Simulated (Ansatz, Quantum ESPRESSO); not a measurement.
## Pd (001), fcc: biaxial strain and the free axis

A thin film takes the in-plane lattice of its substrate and is free along the normal. How do the free axis and the stress follow the misfit? The strained cell has c along the film normal; unstrained it is a = 2.7442 Å, b = 2.7442 Å, c = 3.8809 Å, α = 90.00°, β = 90.00°, γ = 90.00°, with 2 atoms.

Calculated with Quantum ESPRESSO 7.5, PBEsol, GBRV 1.5 ultrasoft potentials, cutoff 680 eV, Fermi–Dirac smearing 0.05 eV, k-mesh 16×16×11, no spin polarisation, no spin-orbit coupling.

Relaxed positions at 0 %:

```
atom       x       y       z
  Pd  0.0000  0.0000  0.0000
  Pd  0.5000  0.5000  0.5000
```

```csv
ε∥ (%),a (Å),c (Å),ε⊥ (%),"σ (GPa, tension positive)"
−3,2.6619,4.0541,4.462,−6.04
−1,2.7168,3.9390,1.496,−1.56
0,2.7442,3.8828,0.047,0.27
1,2.7717,3.8247,−1.450,1.64
2,2.7991,3.7627,−3.046,2.45
3,2.8265,3.6995,−4.674,3.01
```

**Question.** Fit both responses and give the free strain and the stress at −2 %, a row left out above.

Least squares with y = y0 + y1 ε + y2 ε² (ε in %) gives ε⊥ = 0.044 + (−1.5168) ε + (−0.0165) ε² and σ = 0.24 + (1.514) ε + (−0.196) ε² GPa. The linear terms put the ratio of free to applied strain at −1.517 and the biaxial modulus at 151 GPa. The rows at ±1 % alone give −1.473 and 160 GPa, so higher orders enter the wide fit.

At −2 % the free strain comes out as 3.012 %. The run itself gives 2.966 %, so the estimate misses by 0.046 %; the fitted rows themselves lie up to 0.048 % off the law.

The stress comes out as −3.57 GPa. The run itself gives −3.64 GPa, so the estimate misses by 0.07 GPa; the fitted rows themselves lie up to 0.09 GPa off the law.

For a cubic crystal strained in (001), ε⊥/ε∥ = −R with R = 2C12/C11, the modulus is C11 + C12 − 2C12²/C11 = C11(1 + R/2 − R²/2), so C11 = 249 GPa and C12 = 189 GPa.

The negative ε² term means that the crystal stiffens in compression and softens in tension.

The same fit over all rows at other levels or in other programs gives the strain ratio = −1.524 with PBEsol (Ansatz).

[Logs are printed without paths, hosts, clocks, repeated set-up lines and the standing remarks that a program may print on its own settings, such as how far it seeks lower states.]
